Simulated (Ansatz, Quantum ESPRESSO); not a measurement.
# TbS (Fm-3m): phonons and their coupling to the electrons, part 2 of 4

How strong is the electron-phonon coupling in TbS (Fm-3m)?

Quantum ESPRESSO 7.5; DFT PBEsol, scalar-relativistic, plane waves, PseudoDojo norm-conserving, 4f in core pseudopotentials.

So far. Step 2 (A probe with smearing): No gap opens on this mesh, so smearing is kept; the start stands at -3.1 GPa. Step 4 (Ground state): The cell stands at -0.19 GPa, close enough for phonons. The relaxed cell has a = 5.463 Å (conventional setting).

### Step 7. Phonons on a q mesh

Linear response treats each wavevector in the unit cell, with no supercell; the 4×4×4 mesh fixes the range of the force constants to be had. The change of the potential is kept for the electron-phonon matrix elements.

ph.in reads:

```
phonons
&INPUTPH
  prefix          = 'x'
  outdir          = './tmp'
  fildyn          = 'x.dyn'
  tr2_ph          = 1.0d-18
  alpha_mix(1)    = 0.4
  nmix_ph         = 8
  ldisp           = .true.
  nq1             = 4
  nq2             = 4
  nq3             = 4
  electron_phonon = 'interpolated'
  fildvscf        = 'dvscf'
  el_ph_sigma     = 0.005
  el_ph_nsigma    = 10
/
```

Launch:

```console
> OMP_NUM_THREADS=1 mpirun -n 4 ph.x -nk 4 -in ph.in > ph.out
```

Numbers of over 12 decimals in the logs are rounded to 6 here.

The log of the run:

```text
[banners, grids, parts of the stress and lines that vanish by symmetry left out]
[banner, memory and clock lines left out]
Program PHONON v.7.5

[...]
Exchange-correlation= PBESOL
                           (   1   4  10   8   0   0   0)
[...]
(   8 q-points):
[...]
kinetic-energy cut-off    =      42.0000  Ry
     charge density cut-off    =     168.0000  Ry
     convergence threshold     =      1.0E-18
[...]
Exchange-correlation= PBESOL
                           (   1   4  10   8   0   0   0)
[...]
q = (   0.0000000   0.0000000   0.0000000 )
     49 Sym.Ops. (with q -> -q+G )
     G cutoff =  226.7506  (  10081 G-vectors)     FFT grid: ( 32, 32, 32)
     number of k points=    72  Marzari-Vanderbilt smearing, width (Ry)=  0.0200
[...]
Mode symmetry, O_h (m-3m)  point group:
[...]
Representation #   1 modes #   1   2   3
[...]
End of self-consistent calculation
     Convergence has been achieved
     Representation #   2 modes #   4   5   6
[...]
End of self-consistent calculation
     Convergence has been achieved
[...]
q = (    0.000000000   0.000000000   0.000000000 )
[...]
freq (    1) =      -0.187075 [THz] =      -6.240153 [cm-1]
     freq (    2) =      -0.187075 [THz] =      -6.240153 [cm-1]
     freq (    3) =      -0.187075 [THz] =      -6.240153 [cm-1]
     freq (    4) =       8.555983 [THz] =     285.396887 [cm-1]
     freq (    5) =       8.555983 [THz] =     285.396887 [cm-1]
     freq (    6) =       8.555983 [THz] =     285.396887 [cm-1]
[...]
Mode symmetry, O_h (m-3m)  point group:
     freq (   1-   3) =         -6.2  [cm-1]   --> T_1u G_15  G_4- I
     freq (   4-   6) =        285.4  [cm-1]   --> T_1u G_15  G_4- I
[...]
lambda(    1)=  0.0000   gamma=    0.01 GHz
     lambda(    2)=  0.0000   gamma=    0.01 GHz
     lambda(    3)=  0.0000   gamma=    0.01 GHz
     lambda(    4)=  0.0140   gamma=    5.49 GHz
     lambda(    5)=  0.0136   gamma=    5.33 GHz
     lambda(    6)=  0.0140   gamma=    5.50 GHz
[...]
Mode symmetry, C_3v (3m)   point group:
[...]
Representation #   1 mode #   1
[...]
End of self-consistent calculation
     Convergence has been achieved
     Representation #   2 mode #   2
[...]
End of self-consistent calculation
     Convergence has been achieved
     Representation #   3 modes #   3   4
[...]
Convergence has been achieved
     Representation #   4 modes #   5   6
[...]
Convergence has been achieved
[...]
q = (   -0.176776695   0.176776695  -0.176776695 )
[...]
freq (    1) =       2.338611 [THz] =      78.007669 [cm-1]
     freq (    2) =       2.338611 [THz] =      78.007669 [cm-1]
     freq (    3) =       2.813306 [THz] =      93.841779 [cm-1]
     freq (    4) =       8.707422 [THz] =     290.448343 [cm-1]
     freq (    5) =       8.707422 [THz] =     290.448343 [cm-1]
     freq (    6) =       8.743993 [THz] =     291.668208 [cm-1]
[...]
Mode symmetry, C_3v (3m)   point group:
     freq (   1-   2) =         78.0  [cm-1]   --> E    L_3
     freq (   3-   3) =         93.8  [cm-1]   --> A_1  L_1
     freq (   4-   5) =        290.4  [cm-1]   --> E    L_3
     freq (   6-   6) =        291.7  [cm-1]   --> A_1  L_1
[...]
lambda(    1)=  0.0808   gamma=    2.37 GHz
     lambda(    2)=  0.0803   gamma=    2.36 GHz
     lambda(    3)=  0.1004   gamma=    4.27 GHz
     lambda(    4)=  0.0163   gamma=    6.64 GHz
     lambda(    5)=  0.0170   gamma=    6.91 GHz
     lambda(    6)=  0.0545   gamma=   22.39 GHz
[...]
Mode symmetry, D_3d (-3m)  point group:
[...]
Representation #   1 mode #   1
[...]
Convergence has been achieved
     Representation #   2 modes #   2   3
[...]
Convergence has been achieved
     Representation #   3 mode #   4
[...]
Convergence has been achieved
     Representation #   4 modes #   5   6
[...]
Convergence has been achieved
[...]
q = (    0.353553391  -0.353553391   0.353553391 )
[...]
freq (    1) =       2.551317 [THz] =      85.102787 [cm-1]
     freq (    2) =       3.257528 [THz] =     108.659452 [cm-1]
[...]
Mode symmetry, D_3d (-3m)  point group:
     freq (   1-   1) =         85.1  [cm-1]   --> A_2u L_2'
     freq (   2-   3) =        108.7  [cm-1]   --> E_u  L_3'
     freq (   4-   5) =        285.8  [cm-1]   --> E_g  L_3
     freq (   6-   6) =        305.1  [cm-1]   --> A_1g L_1
[...]
lambda(    1)=  0.8120   gamma=   28.39 GHz
     lambda(    2)=  0.0416   gamma=    2.37 GHz
[...]
Mode symmetry, C_4v (4mm)  point group:
[...]
Convergence has been achieved
[...]
Convergence has been achieved
[...]
Convergence has been achieved
[...]
Convergence has been achieved
[...]
q = (    0.000000000   0.353553391   0.000000000 )
[...]
Mode symmetry, C_4v (4mm)  point group:
     freq (   1-   2) =         55.9  [cm-1]   --> E    G_5 D_5
     freq (   3-   3) =        105.1  [cm-1]   --> A_1  G_1 D_1
     freq (   4-   5) =        281.4  [cm-1]   --> E    G_5 D_5
     freq (   6-   6) =        298.2  [cm-1]   --> A_1  G_1 D_1
[...]
Mode symmetry, C_s (m)     point group:
[...]
q = (    0.530330086  -0.176776695   0.530330086 )
[...]
Mode symmetry, C_s (m)     point group:
     freq (   1-   1) =         82.7  [cm-1]   --> A'
     freq (   2-   2) =         94.3  [cm-1]   --> A''
     freq (   3-   3) =         95.2  [cm-1]   --> A'
     freq (   4-   4) =        287.4  [cm-1]   --> A'
     freq (   5-   5) =        288.3  [cm-1]   --> A''
     freq (   6-   6) =        293.7  [cm-1]   --> A'
[...]
Mode symmetry, C_2v (mm2)  point group:
[...]
q = (    0.353553391   0.000000000   0.353553391 )
[...]
Mode symmetry, C_2v (mm2)  point group:
     freq (   1-   1) =         73.2  [cm-1]   --> B_2  D_4  S_4
     freq (   2-   2) =        102.9  [cm-1]   --> A_1  D_1  S_1
     freq (   3-   3) =        103.7  [cm-1]   --> B_1  D_3  S_3
     freq (   4-   4) =        278.6  [cm-1]   --> B_2  D_4  S_4
     freq (   5-   5) =        290.9  [cm-1]   --> B_1  D_3  S_3
     freq (   6-   6) =        299.7  [cm-1]   --> A_1  D_1  S_1
[...]
Mode symmetry, D_4h(4/mmm) point group:
[...]
Convergence has been achieved
[...]
Convergence has been achieved
[...]
Convergence has been achieved
[...]
Convergence has been achieved
[...]
q = (    0.000000000  -0.707106781   0.000000000 )
[...]
freq (    5) =       8.446899 [THz] =     281.758235 [cm-1]
     freq (    6) =       8.693281 [THz] =     289.976645 [cm-1]
[...]
Mode symmetry, D_4h(4/mmm) point group:
     freq (   1-   2) =         77.4  [cm-1]   --> E_u  X_5' M_5'
     freq (   3-   3) =         84.8  [cm-1]   --> A_2u X_4' M_4'
     freq (   4-   5) =        281.8  [cm-1]   --> E_u  X_5' M_5'
     freq (   6-   6) =        290.0  [cm-1]   --> A_2u X_4' M_4'
[...]
lambda(    5)=  0.0269   gamma=   10.31 GHz
     lambda(    6)=  0.0200   gamma=    8.13 GHz
[...]
Mode symmetry, D_2d (-42m) point group:
[...]
Representation #   1 mode #   1
[...]
Convergence has been achieved
     Representation #   2 mode #   2
[...]
Convergence has been achieved
     Representation #   3 modes #   3   4
[...]
End of self-consistent calculation
     Convergence has been achieved
     Representation #   4 modes #   5   6
[...]
End of self-consistent calculation
     Convergence has been achieved
[...]
q = (   -0.353553391  -0.707106781   0.000000000 )
[...]
freq (    1) =       2.515074 [THz] =      83.893845 [cm-1]
     freq (    2) =       2.515074 [THz] =      83.893845 [cm-1]
     freq (    3) =       2.712968 [THz] =      90.494867 [cm-1]
     freq (    4) =       8.478728 [THz] =     282.819925 [cm-1]
     freq (    5) =       8.478728 [THz] =     282.819925 [cm-1]
     freq (    6) =       8.766860 [THz] =     292.430959 [cm-1]
[...]
Mode symmetry, D_2d (-42m) point group:
     freq (   1-   2) =         83.9  [cm-1]   --> E    X_5  W_3
     freq (   3-   3) =         90.5  [cm-1]   --> B_2  X_3  W_2
     freq (   4-   5) =        282.8  [cm-1]   --> E    X_5  W_3
     freq (   6-   6) =        292.4  [cm-1]   --> A_1  X_1  W_1
[...]
lambda(    1)=  0.0990   gamma=    3.36 GHz
     lambda(    2)=  0.0990   gamma=    3.36 GHz
     lambda(    3)=  0.3621   gamma=   14.31 GHz
     lambda(    4)=  0.0356   gamma=   13.76 GHz
     lambda(    5)=  0.0358   gamma=   13.82 GHz
     lambda(    6)=  0.0514   gamma=   21.20 GHz
[...]
5  -0.707106781  -0.353553391   0.000000000
          6  -0.000000000  -0.353553391  -0.707106781


[key lines of the parts left out:]
the Fermi energy is    12.9888 ev
```

Run time: 27 min. Hardware: 4 MPI ranks of Intel Xeon 6975P-C (Granite Rapids), shared host.

Read from the output:

```yaml
largest_acoustic_frequency_at_the_zone_centre_before_the_sum_rule: -6.24 cm⁻¹
highest_optical_zone_centre_mode_no_lo_to_term: 285.4 cm⁻¹
lowest_optical_zone_centre_mode: 285.4 cm⁻¹
lowest_mode_on_the_q_mesh_acoustic_ones_at_the_zone_centre_apart: 55.87 cm⁻¹
```

Frequencies (cm⁻¹) at each irreducible wavevector; negative means imaginary. Frequencies by wavevector:

| q (fractions) | star | mode 1 | mode 2 | mode 3 | mode 4 | mode 5 | mode 6 |
| --- | --- | --- | --- | --- | --- | --- | --- |
| 0 0 0 | 1 | -6.24 | -6.24 | -6.24 | 285.4 | 285.4 | 285.4 |
| 0 0 0.25 | 8 | 78.01 | 78.01 | 93.84 | 290.4 | 290.4 | 291.7 |
| 0 0 -0.5 | 4 | 85.1 | 108.7 | 108.7 | 285.9 | 285.9 | 305.1 |
| 0 0.25 0.25 | 6 | 55.87 | 55.87 | 105.1 | 281.4 | 281.4 | 298.2 |
| 0 0.25 -0.5 | 24 | 82.72 | 94.3 | 95.18 | 287.4 | 288.3 | 293.7 |
| 0 0.25 -0.25 | 12 | 73.21 | 102.9 | 103.7 | 278.6 | 290.9 | 299.7 |
| 0 -0.5 -0.5 | 3 | 77.43 | 77.43 | 84.8 | 281.8 | 281.8 | 290 |
| 0.25 -0.5 -0.25 | 6 | 83.89 | 83.89 | 90.49 | 282.8 | 282.8 | 292.4 |

Couplings of single modes at a Gaussian broadening of 0.02 Ry, as ph.x prints them; it sets λ to zero for modes under 20 cm⁻¹. Mode couplings, the first 40 of 42 rows:

```csv
q (fractions),mode,frequency (cm⁻¹),λ,linewidth γ (GHz)
0 0 0.25,1,78.01,0.0808,2.37
0 0 0.25,2,78.01,0.0803,2.36
0 0 0.25,3,93.84,0.1004,4.27
0 0 0.25,4,290.4,0.0163,6.64
0 0 0.25,5,290.4,0.017,6.91
0 0 0.25,6,291.7,0.0545,22.39
0 0 -0.5,1,85.1,0.812,28.39
0 0 -0.5,2,108.7,0.0416,2.37
0 0 -0.5,3,108.7,0.0418,2.38
0 0 -0.5,4,285.9,0.03,11.82
0 0 -0.5,5,285.9,0.0307,12.12
0 0 -0.5,6,305.1,0.0394,17.71
0 0.25 0.25,1,55.87,0.0692,1.04
0 0.25 0.25,2,55.87,0.0702,1.06
0 0.25 0.25,3,105.1,0.2236,11.93
0 0.25 0.25,4,281.4,0.0169,6.46
0 0.25 0.25,5,281.4,0.0167,6.38
0 0.25 0.25,6,298.2,0.0361,15.5
0 0.25 -0.5,1,82.72,0.3972,13.12
0 0.25 -0.5,2,94.3,0.0382,1.64
0 0.25 -0.5,3,95.18,0.0956,4.18
0 0.25 -0.5,4,287.4,0.0386,15.38
0 0.25 -0.5,5,288.3,0.0255,10.24
0 0.25 -0.5,6,293.7,0.0439,18.28
0 0.25 -0.25,1,73.21,0.0918,2.38
0 0.25 -0.25,2,102.9,0.3751,19.18
0 0.25 -0.25,3,103.7,0.0805,4.18
0 0.25 -0.25,4,278.6,0.0317,11.87
0 0.25 -0.25,5,290.9,0.0275,11.25
0 0.25 -0.25,6,299.7,0.0574,24.86
0 -0.5 -0.5,1,77.43,0.0331,0.96
0 -0.5 -0.5,2,77.43,0.0331,0.96
0 -0.5 -0.5,3,84.8,0.1964,6.82
0 -0.5 -0.5,4,281.8,0.0272,10.41
0 -0.5 -0.5,5,281.8,0.0269,10.31
0 -0.5 -0.5,6,290,0.02,8.13
0.25 -0.5 -0.25,1,83.89,0.099,3.36
0.25 -0.5 -0.25,2,83.89,0.099,3.36
0.25 -0.5 -0.25,3,90.49,0.3621,14.31
0.25 -0.5 -0.25,4,282.8,0.0356,13.76
```

Optical modes; normalised displacements of the dynamical-matrix file. Modes at Γ, with each element's share of the kinetic energy:

| mode | frequency (cm⁻¹) | symmetry | Tb % | S % |
| --- | --- | --- | --- | --- |
| 1 | 285.4 | T1u | 17 | 83 |
| 2 | 285.4 | T1u | 17 | 83 |
| 3 | 285.4 | T1u | 17 | 83 |

Displacements in mode 3 (285.4 cm⁻¹), the largest set to 1:
```
Tb1  0.07  0.02 -0.20
S2  -0.35 -0.12  1.00
```

The acoustic modes at Γ come out as far as 6.2 cm⁻¹ from zero, where they should vanish, a small numerical error.

### Step 8. Fourier transform to real space

The dynamical matrices of the mesh are Fourier-transformed to force constants in real space.

q2r.in reads:

```
&INPUT
  fildyn = 'x.dyn'
  zasr   = 'crystal'
  flfrc  = 'x.fc'
  la2F   = .true.
/
```

Launch:

```console
> q2r.x < q2r.in > q2r.out
```

The log of the run:

```text
[banners, grids, parts of the stress and lines that vanish by symmetry left out]
[banner, memory and clock lines left out]
Program Q2R v.7.5

  reading grid info from file x.dyn0

  reading force constants from file x.dyn1
  Dielectric Tensor not found
  nqs=            1
 q=   0.00000000  0.00000000  0.00000000
  reading force constants from file x.dyn2
  nqs=            8
 q=  -0.17677670  0.17677670 -0.17677670
[...]
reading force constants from file x.dyn7
  nqs=            3
[...]
reading force constants from file x.dyn8
  nqs=            6
[...]
q=  -0.70710678 -0.35355339  0.00000000
 q=  -0.00000000 -0.35355339 -0.70710678

      q-space grid ok, #points =   64

      fft-check success (sum of imaginary terms < 10^-12)

   Preparing gamma for a2F

 Broadening =      0.005
      q-space grid ok, #points =   64

      fft-check success (sum of imaginary terms < 10^-12)

 Broadening =      0.010
[...]
Broadening =      0.045
      q-space grid ok, #points =   64

      fft-check success (sum of imaginary terms < 10^-12)

 Broadening =      0.050
      q-space grid ok, #points =   64

      fft-check success (sum of imaginary terms < 10^-12)
```

The job ended after 0.72 s (1 thread).

### Step 9. Interpolated phonon bands

From the force constants any wavevector is cheap; points of the mesh come back as solved, but for the sum rule and, in polar crystals, the LO-TO term at Γ; the rest is interpolation.

matdyn.in reads:

```
&INPUT
  asr              = 'crystal'
  flfrc            = 'x.fc'
  flfrq            = 'x.freq'
  flvec            = 'x.modes'
  q_in_band_form   = .true.
  q_in_cryst_coord = .true.
/
8
  0.0000000   0.0000000   0.0000000  12  ! GAMMA
  0.0000000   0.5000000   0.5000000  12  ! X
  0.0000000   0.6250000   0.3750000   1  ! U
 -0.3750000   0.3750000   0.0000000  12  ! K
  0.0000000   0.0000000   0.0000000  12  ! GAMMA
  0.0000000   0.5000000   0.0000000  12  ! L
 -0.2500000   0.5000000   0.2500000  12  ! W
  0.0000000   0.5000000   0.5000000   1  ! X
```

Launch:

```console
> matdyn.x -in matdyn.in > matdyn.out
```

The log of the run:

```text
[banner, memory and clock lines left out]
Program MATDYN v.7.5

 mass for atomic type   1 not given; uses mass from file x.fc
 mass for atomic type   2 not given; uses mass from file x.fc
 Norm of the difference between old and new effective charges:    0.000000

 Norm of the difference between old and new force-constants:   6.61427e-05

     Message from routine matdyn:
     Z* not found in file x.fc, TO-LO splitting at q=0 will be absent!
     Message from routine matdyn:
     Z* not found in file x.fc, TO-LO splitting at q=0 will be absent!

Note: The following floating-point exceptions are signalling: IEEE_UNDERFLOW_FLAG
```

Wall time 0.66 s (1 thread).

Read from the output:

```yaml
lowest_frequency_on_the_path: 0 cm⁻¹
mean_frequency: 188.2 cm⁻¹
debye_temperature_second_moment: 397 K
logarithmic_mean_frequency: 157.4 cm⁻¹
```

Matdyn.x, sum rule crystal. Phonon branches along the path, in cm⁻¹:

```
    point  branch 1  branch 2  branch 3  branch 4  branch 5  branch 6
        Γ         0         0         0       286       286       286
  halfway        56        56       105       281       281       298
        X        77        77        85       282       282       290
  halfway        80        83        85       284       284       288
        U        73        93        95       283       289       291
jump to K        73        93        95       283       289       291
  halfway        65        94       104       281       292       297
        Γ         0         0         0       286       286       286
  halfway        78        78        94       290       290       292
        L        85       109       109       286       286       305
  halfway        84        93       104       286       288       298
        W        84        84        90       283       283       292
  halfway        78        85        88       283       286       288
        X        77        77        85       282       282       290
```

The phonon branches as a text plot (rows in cm⁻¹):

```
    299 |   ********      ********           *************
    286 |********************************************************
    273 |                   ****
    261 |
    248 |
    235 |
    222 |
    210 |
    197 |
    184 |
    172 |
    159 |
    146 |
    133 |
    121 |
    108 |     ***            ****               *******
     95 |    *   **     ****** ***          *****    *********
     83 |   *      ******        **        ***   ****************
     70 |       ***      ******** **      **
     57 |  *   *                 * **    **
     44 |     *                   *     **
     32 | * **                     **** *
     19 |  *                        ***
      6 |**                          ***
         Γ           X  U|K            Γ         L        W     X
```

Lowest modes at the softest wavevector of the mesh; phase exp(i q.(R + tau)). The modes at q = (0.250, 0.250, 0.000) (shares of kinetic energy by element, %):

```csv
mode,frequency (cm⁻¹),Tb %,S %
1,55.9,85,15
2,55.9,85,15
3,105.1,100,0
4,281.4,15,85
5,281.4,15,85
6,298.2,0,100
```

Displacements in mode 2 (55.9 cm⁻¹), the largest set to 1, in the home cell (x, y, z of the real part, then of the imaginary part):
```
Tb1 1.00 0.00 0.00 0.00 0.00 0.00
S2  0.00 0.00 0.00 0.94 0.00 0.00
```

Displacements in mode 6 (298.2 cm⁻¹), the largest set to 1, in the home cell:
```
Tb1 0.00 0.00 0.00
S2  0.00 0.00 1.00
```

Force constants by pair (phonopy on the run's constants); pairs near half the supercell's span include their periodic images. Pair force constants, by row:

```
atom  neighbour  distance (Å)  third of the trace (eV/Å²)  along the pair's line (eV/Å²)
 Tb1     itself             0                       7.385                              –
 Tb1          S         2.731                      -1.224                         -3.339
 Tb1         Tb         3.863                      0.0293                         0.1027
 Tb1          S         4.731                     -0.0618                        -0.1414
 Tb1         Tb         5.463                      0.1819                         0.6207
 Tb1          S         6.108                     -0.0219                        -0.0754
 Tb1         Tb         6.691                     -0.0283                        -0.0871
  S2     itself             0                       9.293                              –
  S2         Tb         2.731                      -1.224                         -3.339
  S2          S         3.863                     -0.0255                        -0.1333
  S2         Tb         4.731                     -0.0618                        -0.1414
  S2          S         5.463                     -0.1406                        -0.4951
  S2         Tb         6.108                     -0.0219                        -0.0754
  S2          S         6.691                     -0.0012                       -1.00e-4
```

Harmonic mean-square displacement, third of the trace. Mean-square displacements:

| T (K) | Tb1 U_eq (Å²) | S2 U_eq (Å²) |
| --- | --- | --- |
| 0 | 0.0012 | 0.00216 |
| 100 | 0.00239 | 0.00285 |
| 300 | 0.00651 | 0.00591 |
| 600 | 0.0129 | 0.01122 |

Mode patterns, pair constants, displacements and means over the zone were worked out by phonopy from the force constants of q2r.x.

All branches are real along the path.

[end of part 2 of 4]

[Host names and launcher messages were left out of these logs when they were recorded.]

[Logs are printed without paths, hosts, clocks, repeated set-up lines and the standing remarks that a program may print on its own settings, such as how far it seeks lower states.]

[Hosts, paths, dates, database ids (printed as entryN), source tags and the programs' standing remarks are cut or masked in the printed files.]
